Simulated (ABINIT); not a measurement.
Planning a run of ABINIT 10.8.3 on Ba2H3I (P-3m1). The input:

```
acell 3*1.0 Angstrom
rprim 
  4.536403231722 0.000000000020 0.000000000000
  -2.268201615878 3.928640440471 0.000000000000
  0.000000000000 0.000000000000 8.119554120000
ntypat 3
znucl 56 1 53
natom 6
typat 1 1 2 2 2 3
xred 
  0.666666666667 0.333333333333 0.684719380000
  0.333333333333 0.666666666667 0.315280620000
  0.666666666667 0.333333333333 0.356100520000
  0.333333333333 0.666666666667 0.643899480000
  0.000000000000 0.000000000000 0.500000000000
  0.000000000000 0.000000000000 0.000000000000
pp_dirpath "pseudos"
pseudos "Ba.upf, H.upf, I.upf"
ecut 31
ngkpt 3 3 1
nshiftk 1
shiftk 0 0 0
kptopt 1
chksymbreak 0
istwfk *1
occopt 1
irdwfk 1
optdriver 4
nband 110
gwcalctyp 10
ecutsigx 31
symsigma 1
nkptgw 3
kptgw 
  0.0000000000 0.0000000000 0.0000000000
  0.3333333333 0.0000000000 0.0000000000
  0.3333333333 0.3333333333 0.0000000000
bdgw 
  10 23
  10 23
  10 23
ecuteps 3.9
irdscr 1
ppmodel 1
indata_prefix "in"
outdata_prefix "out"
tmpdata_prefix "tmp"
```

```sh
OMP_NUM_THREADS=1 mpirun -n 4 abinit run.abi > log
```

Question: Estimate wall time and host memory on 4 MPI ranks of Arm Neoverse V1, shared host.

It took 39 s; on shared hardware allow 19 s to 77 s. Peak host memory was 1.1 GiB.

[Paths, hosts, dates, memory and timing lines, banners, echoed tables and standing remarks are left out of the program output.]

[Logs are printed without paths, hosts, clocks, repeated set-up lines and the standing remarks that a program may print on its own settings, such as how far it seeks lower states.]

[Runs of the session that timed out or met a known fault of the program may be left out.]

[Hosts, paths, dates, database ids (printed as entryN), source tags and the programs' standing remarks are cut or masked in the printed files.]

[G0W0 gaps are taken among the corrected bands and points alone; a level outside them can change the order at an edge.]

[Where Ansatz stands beside ABINIT at settings called matched, ABINIT's density can come from a denser mesh and the files from another edition; pairs whose starting gaps differed by over 0.03 eV were left out, so agreement reads better than it is.]
